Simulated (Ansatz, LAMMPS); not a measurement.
# Ga2O3 with crystalline order left by the classical run (100 atoms): where an added charge goes

Does an extra electron or hole in Ga2O3 with crystalline order left by the classical run (100 atoms) stay spread out, or do the atoms trap it?

Calculated with Ansatz 0.2.0; Kohn-Sham DFT, PBE, PAW (set soft_1), plane waves.

## 1. Set-up

The cell holds 100 atoms: 40 Ga and 60 O. Cell: a = 10.044 Å, b = 10.044 Å, c = 10.044 Å, α = 90.0°, β = 90.0°, γ = 90.0°. 100 atoms (40 Fe, 60 O) placed at random at 4.44 g/cm³, melted at 5000 K for 10 ps at fixed volume with the Morse and Coulomb pair potential with partial charges (Pedone, Malavasi, Menziani, Cormack and Segre, J. Phys. Chem. B 110, 11780 (2006)). Quenched from 5000 K to 300 K at 100 K/ps and fixed volume, held 10 ps at zero pressure, then minimised at fixed cell. Then Fe was replaced by Ga and the cell scaled by 1.003 (the potential has no terms for the new elements, so the cell is a start for a DFT relaxation).

What the set-up can't give: The quench rate of 100 K/ps is orders of magnitude faster than experiment, which tends to freeze in extra defects. The network of bonds at the start is that of the classical potential that made the cell, and needn't be the one that DFT or experiment would give. Only the Γ point is sampled, in a cell whose shortest periodic width is 10 Å.

## 2. Single point at the start

The forces at the start show how far the geometry lies from a minimum of this functional.

input.yaml reads:

```yaml
crystal:
  lattice:
    - [10.04407, 0.0, 0.0]
    - [0.0, 10.04407, 0.0]
    - [0.0, 0.0, 10.04407]
  atoms:
    - { symbol: Ga, position: [0.75672, 0.13839, 0.37233] }
    - { symbol: Ga, position: [0.75884, 0.32205, 0.62576] }
    - { symbol: Ga, position: [0.23537, 0.69813, 0.08063] }
    - { symbol: Ga, position: [0.50308, 0.88714, 0.29846] }
    - { symbol: Ga, position: [0.49281, 0.74433, 0.55733] }
    - { symbol: Ga, position: [0.49921, 0.60449, 0.21124] }
    - { symbol: Ga, position: [0.2304, 0.43052, 0.9838] }
    - { symbol: Ga, position: [0.74124, 0.60845, 0.70684] }
    - { symbol: Ga, position: [0.45756, 0.69369, 0.86833] }
    - { symbol: Ga, position: [0.25629, 0.61158, 0.67813] }
    - { symbol: Ga, position: [0.26139, 0.42911, 0.2816] }
    - { symbol: Ga, position: [0.22154, 0.15221, 0.88395] }
    - { symbol: Ga, position: [0.97155, 0.26608, 0.09293] }
    - { symbol: Ga, position: [0.00885, 0.33549, 0.75918] }
    - { symbol: Ga, position: [0.22068, 0.10276, 0.2064] }
    - { symbol: Ga, position: [0.96325, 0.90666, 0.26225] }
    - { symbol: Ga, position: [0.01522, 0.79726, 0.58704] }
    - { symbol: Ga, position: [0.71455, 0.50861, 0.9596] }
    - { symbol: Ga, position: [0.71187, 0.36185, 0.18626] }
    - { symbol: Ga, position: [0.01217, 0.28213, 0.3865] }
    - { symbol: Ga, position: [0.73187, 0.15545, 0.86289] }
    - { symbol: Ga, position: [0.45692, 0.2413, 0.06766] }
    - { symbol: Ga, position: [0.49063, 0.13854, 0.69948] }
    - { symbol: Ga, position: [0.97871, 0.57012, 0.18171] }
    - { symbol: Ga, position: [0.25455, 0.99051, 0.45562] }
    - { symbol: Ga, position: [0.44747, 0.95204, 0.981] }
    - { symbol: Ga, position: [0.00348, 0.06603, 0.67735] }
    - { symbol: Ga, position: [0.47218, 0.41295, 0.79888] }
    - { symbol: Ga, position: [0.49472, 0.1575, 0.39158] }
    - { symbol: Ga, position: [0.70505, 0.06927, 0.10478] }
    - { symbol: Ga, position: [0.99066, 0.61858, 0.83675] }
    - { symbol: Ga, position: [0.25295, 0.72552, 0.36082] }
    - { symbol: Ga, position: [0.51319, 0.44506, 0.4749] }
    - { symbol: Ga, position: [0.02561, 0.5237, 0.52011] }
    - { symbol: Ga, position: [0.73677, 0.79814, 0.05399] }
    - { symbol: Ga, position: [0.75722, 0.93254, 0.53681] }
    - { symbol: Ga, position: [0.75993, 0.63366, 0.41022] }
    - { symbol: Ga, position: [0.2641, 0.26808, 0.54213] }
    - { symbol: Ga, position: [0.73588, 0.87869, 0.79674] }
    - { symbol: Ga, position: [0.23169, 0.89301, 0.78116] }
    - { symbol: O, position: [0.15336, 0.67558, 0.51744] }
    - { symbol: O, position: [0.91385, 0.54786, 0.36426] }
    - { symbol: O, position: [0.66624, 0.77268, 0.62898] }
    - { symbol: O, position: [0.89034, 0.08992, 0.49709] }
    - { symbol: O, position: [0.29689, 0.28379, 0.15542] }
    - { symbol: O, position: [0.33329, 0.54807, 0.84964] }
    - { symbol: O, position: [0.16129, 0.16096, 0.39929] }
    - { symbol: O, position: [0.3723, 0.77892, 0.7057] }
    - { symbol: O, position: [0.35436, 0.29542, 0.90273] }
    - { symbol: O, position: [0.64416, 0.24744, 0.49235] }
    - { symbol: O, position: [0.38314, 0.04358, 0.2896] }
    - { symbol: O, position: [0.37856, 0.77154, 0.19844] }
    - { symbol: O, position: [0.58992, 0.91696, 0.13385] }
    - { symbol: O, position: [0.38616, 0.09855, 0.54226] }
    - { symbol: O, position: [0.60198, 0.19456, 0.22442] }
    - { symbol: O, position: [0.13806, 0.94548, 0.59402] }
    - { symbol: O, position: [0.40974, 0.32212, 0.64766] }
    - { symbol: O, position: [0.62989, 0.29465, 0.76912] }
    - { symbol: O, position: [0.1112, 0.74338, 0.76673] }
    - { symbol: O, position: [0.78656, 0.97128, 0.95577] }
    - { symbol: O, position: [0.93162, 0.35406, 0.55638] }
    - { symbol: O, position: [0.60414, 0.73038, 0.37055] }
    - { symbol: O, position: [0.8505, 0.27531, 0.28932] }
    - { symbol: O, position: [0.39997, 0.31757, 0.38824] }
    - { symbol: O, position: [0.88666, 0.90742, 0.68472] }
    - { symbol: O, position: [0.1632, 0.41068, 0.45492] }
    - { symbol: O, position: [0.88082, 0.81583, 0.43329] }
    - { symbol: O, position: [0.11021, 0.48774, 0.71663] }
    - { symbol: O, position: [0.37588, 0.83903, 0.45144] }
    - { symbol: O, position: [0.81427, 0.70382, 0.87778] }
    - { symbol: O, position: [0.09171, 0.58024, 0.99395] }
    - { symbol: O, position: [0.07358, 0.38409, 0.20844] }
    - { symbol: O, position: [0.14428, 0.89847, 0.31644] }
    - { symbol: O, position: [0.80867, 0.00799, 0.24521] }
    - { symbol: O, position: [0.37718, 0.57025, 0.35993] }
    - { symbol: O, position: [0.04194, 0.10374, 0.15927] }
    - { symbol: O, position: [0.87897, 0.19436, 0.75438] }
    - { symbol: O, position: [0.68955, 0.50349, 0.55872] }
    [... 16 atom lines left out ...]
    - { symbol: O, position: [0.62508, 0.47953, 0.30258] }
    - { symbol: O, position: [0.14361, 0.64072, 0.23911] }
    - { symbol: O, position: [0.09739, 0.01743, 0.8479] }
    - { symbol: O, position: [0.56387, 0.11536, 0.96534] }
    - { symbol: O, position: [0.61913, 0.99797, 0.42426] }
    - { symbol: O, position: [0.36431, 0.03764, 0.79729] }
kpoints:
  mp_grid: { grid: [1, 1, 1] }
hamiltonian:
  xc: pbe
  pseudopotentials: { kind: paw, azcp: { folder: soft_1 } }
scf:
  occupations: { method: fixed }
output:
  forces: true
```

The run is started by

```bash
ansatz run input.yaml --threads 4 --pin off --max-ram 8192MiB --backend cpu --events-out ev --progress --plain --runs-dir out
```

Numbers of over 12 decimals in the logs are rounded to 6 here.

Output:

```text
[...]
Pseudopotentials: kind: paw
Pseudopotential: Ga, paw, valence charge 13, recommended cutoff 420 eV (normal), soft_1/Ga.paw.azcp
Pseudopotential: O, paw, valence charge 6, recommended cutoff 420 eV (normal), soft_1/O.paw.azcp
[... 5 lines on functional and potentials left out ...]
Crystal: 100 atoms, lattice volume = 1013.279 Å³
Basis set: ecut = 420 eV, 19837 PW (Γ), exchange–correlation on 144×144×144 points (8 copies of the dense FFT grid, shifted against one another)
Bands: 540, of which v1, the nominal top of the filled ones, is band 440 counted from 1 (439 counted from 0)
Symmetry: 1 space group operations
Space group: P1 (ITA 1), of the structure as read, at distance tolerance 1.0e-4 Å
k-points: 1
[... 5 lines on functional and potentials left out ...]
Initial density: superposition of atomic densities (chi_scale 0.1, normalization cell, long waves kept (reshape's long-wave potential 0.12 eV rms))
Initial wavefunctions: pseudopotential atomic-orbital guess
[...]
SCF iter   1: F=—  HF=-185404.658770 eV  |F-HF|=—  |Δ(HF+E_count)|=         —  Δρ=1.23e-1  dr2=7.10e1  ethr=3.10e-3  ⟨swp⟩=4.0  Hψ=1420  notcnv=0  defer=93
preconditioner: auto → Resta (q_TF=auto, 2.665 Å⁻¹)  ε∞=4.4  [insulator: Δε(μ)=2.144 eV  Ē_g=18.664 eV  n_scr=340 (ndim 8)  ℏωp=34.6 eV  f_vac=0.015  ε∞_Penn≈4.4]
[...]
SCF iter  12: F=—  HF=-185380.928051 eV  |F-HF|=—  |Δ(HF+E_count)|=   2.67e-6  Δρ=7.02e-6  dr2=5.32e-7  ethr=3.00e-10  ⟨swp⟩=2.0  Hψ=883  notcnv=0  defer=96
SCF iter  13: F=-185380.928052 eV  HF=-185380.928052 eV  |F-HF|=4.35e-8  |Δ(HF+E_count)|=   2.72e-7  Δρ=2.76e-6  dr2=8.47e-8  ethr=1.14e-11  ⟨swp⟩=3.0  Hψ=1971  notcnv=0
SCF 1 converged in 13 iterations: F = -185380.928052 eV  dr2 = 8.47e-8
[...]
SCF converged after 13 iterations
Free energy (F): -185380.928052 eV
Harris-Foulkes:  -185380.928052 eV  (|F-HF|=4.35e-8)
Internal energy: -185380.928052 eV  (E = F + TS)
E sigma→0 (E₀):  -185380.928052 eV
Fermi energy:    9.121037 eV
--- Per-component energies (eV) ---
[...]
Σ components = -185380.928052   (vs F -185380.928052, Δ=0.00e0)
--- Forces (eV/Å), atoms counted from 1 ---
  atom   1  Ga     0.68110654    -0.18014065     0.52504118
  atom   2  Ga    -0.37713591    -0.14693676    -0.83592025
  atom   3  Ga     0.55181174    -0.86655875     0.80456539
  atom   4  Ga     0.22189341    -0.10629861    -0.28202260
[...]
atom 100  O      0.18310875    -0.04767606     0.54987471
  max |Σ_I F_I| component: 1.89e-5 eV/Å
```

Run time: 27 s. Hardware: 4 threads of Arm Neoverse V1, shared host; peak memory 1.6 GiB; 99 s of CPU time.

In the SCF lines HF is the Harris–Foulkes energy and dr2 the Hartree energy of the density residual, in eV; the loop may stop once dr2 is under the threshold and the program's other checks hold. Hψ counts applications of the Hamiltonian.

The r.m.s. force at the start is 0.35 eV/Å.

## 3. Relaxation

The atoms are relaxed in the fixed cell, aiming at the force tolerance of the input.

input.yaml reads:

```yaml
crystal:
  lattice:
    - [10.04407, 0.0, 0.0]
    - [0.0, 10.04407, 0.0]
    - [0.0, 0.0, 10.04407]
  atoms:
    [... the 100 atom lines of step 2 ...]
kpoints:
  mp_grid: { grid: [1, 1, 1] }
hamiltonian:
  xc: pbe
  pseudopotentials: { kind: paw, azcp: { folder: soft_1 } }
scf:
  occupations: { method: fixed }
output:
  forces: true
relax:
  f_tol: 0.05
  max_steps: 120
```

Output:

```text
[...]
Crystal: 100 atoms, lattice volume = 1013.279 Å³
Basis set: ecut = 420 eV, 19837 PW (Γ), exchange–correlation on 144×144×144 points (8 copies of the dense FFT grid, shifted against one another)
Bands: 540, of which v1, the nominal top of the filled ones, is band 440 counted from 1 (439 counted from 0)
Symmetry: 1 space group operations
[...]
k-points: 1
[...]
SCF iter   1: F=—  HF=-185404.658770 eV  |F-HF|=—  |Δ(HF+E_count)|=         —  Δρ=1.23e-1  dr2=7.10e1  ethr=3.10e-3  ⟨swp⟩=4.0  Hψ=1420  notcnv=0  defer=93
[...]
SCF iter   9: F=—  HF=-185380.928033 eV  |F-HF|=—  |Δ(HF+E_count)|=   2.50e-4  Δρ=9.90e-5  dr2=8.99e-5  ethr=1.85e-8  ⟨swp⟩=2.0  Hψ=886  notcnv=0  defer=98
SCF iter  10: F=-185380.928043 eV  HF=-185380.928034 eV  |F-HF|=8.86e-6  |Δ(HF+E_count)|=   8.54e-7  Δρ=4.06e-5  dr2=1.75e-5  ethr=7.10e-9  ⟨swp⟩=4.0  Hψ=1685  notcnv=0
SCF 1 converged in 10 iterations: F = -185380.928043 eV  dr2 = 1.75e-5
[...]
relax step   1: F+E_penalty+E_count = -185380.92804275 eV  Δ(F+E_penalty+E_count) = +0.000e0 eV  max|allowed force component| = 9.576e-1 eV/Å  Δτ_max = 0.0000 Å  (10 SCF iters, dr2 threshold 6.25e-5 eV, accepted)
[...]
relax step   2: F+E_penalty+E_count = -185381.95913337 eV  Δ(F+E_penalty+E_count) = -1.031e0 eV  max|allowed force component| = 5.999e-1 eV/Å  Δτ_max = 0.0944 Å  (6 SCF iters, dr2 threshold 5.73e-5 eV, accepted)
[...]
relax step   3: F+E_penalty+E_count = -185382.46658035 eV  Δ(F+E_penalty+E_count) = -5.074e-1 eV  max|allowed force component| = 3.238e-1 eV/Å  Δτ_max = 0.0808 Å  (7 SCF iters, dr2 threshold 2.25e-5 eV, accepted)
relax step   4: F+E_penalty+E_count = -185382.93738782 eV  Δ(F+E_penalty+E_count) = -4.708e-1 eV  max|allowed force component| = 1.891e-1 eV/Å  Δτ_max = 0.2000 Å  (8 SCF iters, dr2 threshold 3.05e-5 eV, accepted)
relax step   5: F+E_penalty+E_count = -185383.03841014 eV  Δ(F+E_penalty+E_count) = -1.010e-1 eV  max|allowed force component| = 1.325e-1 eV/Å  Δτ_max = 0.2000 Å  (8 SCF iters, dr2 threshold 1.04e-5 eV, accepted)
relax step   6: F+E_penalty+E_count = -185383.10790122 eV  Δ(F+E_penalty+E_count) = -6.949e-2 eV  max|allowed force component| = 1.055e-1 eV/Å  Δτ_max = 0.2000 Å  (8 SCF iters, dr2 threshold 5.98e-6 eV, accepted)
relax step   7: F+E_penalty+E_count = -185383.17919868 eV  Δ(F+E_penalty+E_count) = -7.130e-2 eV  max|allowed force component| = 1.110e-1 eV/Å  Δτ_max = 0.2000 Å  (8 SCF iters, dr2 threshold 5.46e-6 eV, accepted)
relax step   8: F+E_penalty+E_count = -185383.15271869 eV  Δ(F+E_penalty+E_count) = +2.648e-2 eV  max|allowed force component| = 8.130e-1 eV/Å  Δτ_max = 0.1977 Å  (7 SCF iters, dr2 threshold 7.81e-6 eV, rejected (line search))
relax step   9: F+E_penalty+E_count = -185383.22583437 eV  Δ(F+E_penalty+E_count) = -4.664e-2 eV  max|allowed force component| = 4.374e-2 eV/Å  Δτ_max = 0.0988 Å  (9 SCF iters, accepted)
relax step  10: F+E_penalty+E_count = -185383.21441961 eV  Δ(F+E_penalty+E_count) = +1.141e-2 eV  max|allowed force component| = 3.050e-1 eV/Å  Δτ_max = 0.0773 Å  (9 SCF iters, rejected (line search))
relax step  11: F+E_penalty+E_count = -185383.23240137 eV  Δ(F+E_penalty+E_count) = -6.567e-3 eV  max|allowed force component| = 6.155e-2 eV/Å  Δτ_max = 0.0375 Å  (9 SCF iters, accepted)
relax step  12: F+E_penalty+E_count = -185383.23980812 eV  Δ(F+E_penalty+E_count) = -7.407e-3 eV  max|allowed force component| = 4.088e-2 eV/Å  Δτ_max = 0.0500 Å  (9 SCF iters, accepted)
relax step  13: F+E_penalty+E_count = -185383.24679465 eV  Δ(F+E_penalty+E_count) = -6.987e-3 eV  max|allowed force component| = 5.225e-2 eV/Å  Δτ_max = 0.0747 Å  (9 SCF iters, accepted)
relax step  14: F+E_penalty+E_count = -185383.24587374 eV  Δ(F+E_penalty+E_count) = +9.209e-4 eV  max|allowed force component| = 1.181e-1 eV/Å  Δτ_max = 0.1125 Å  (9 SCF iters, rejected (line search))
[...]
relax step  15: F+E_penalty+E_count = -185383.25125934 eV  Δ(F+E_penalty+E_count) = -4.465e-3 eV  max|allowed force component| = 3.426e-2 eV/Å  Δτ_max = 0.0551 Å  (9 SCF iters, accepted)
SCF converged after 9 iterations
Free energy (F): -185383.251259 eV
[...]
Internal energy: -185383.251259 eV  (E = F + TS)
E sigma→0 (E₀):  -185383.251259 eV
Fermi energy:    9.000589 eV
[...]
Σ components = -185383.251259   (vs F -185383.251259, Δ=0.00e0)
--- Forces (eV/Å), atoms counted from 1 ---
  atom   1  Ga     0.00865676    -0.01904810     0.00419137
  atom   2  Ga     0.00018840    -0.00214275     0.02275494
  atom   3  Ga    -0.00504501     0.01087296    -0.00016470
  atom   4  Ga    -0.00079940     0.00252909    -0.01879170
[...]
atom 100  O     -0.00656847    -0.00413892     0.00555951
  max |Σ_I F_I| component: 4.80e-5 eV/Å
--- Relaxed structure (15 steps of the walk, 12 accepted, 0 SCFs on fresh bases) ---
  F+E_penalty+E_count = -185383.25125934 eV   max|allowed force component| = 3.426e-2 eV/Å
  atoms:
    - { symbol: Ga, position: [0.758450, 0.125243, 0.372472] }
    - { symbol: Ga, position: [0.746613, 0.330850, 0.595513] }
    - { symbol: Ga, position: [0.240242, 0.700039, 0.081588] }
    - { symbol: Ga, position: [0.496668, 0.888556, 0.301334] }
[...]
- { symbol: O, position: [0.367199, 0.031906, 0.802533] }
```

Run time: 4.5 min. Hardware: 4 threads; peak memory 1.6 GiB.

The relaxation converged after 15 steps, 2.32 eV below its start, with a largest force component of 0.034 eV/Å.

(Continued in part 2 of 4.)

[Logs are printed without paths, hosts, clocks, repeated set-up lines and the standing remarks that a program may print on its own settings, such as how far it seeks lower states.]

[Hosts, paths, dates, database ids (printed as entryN), source tags and the programs' standing remarks are cut or masked in the printed files.]
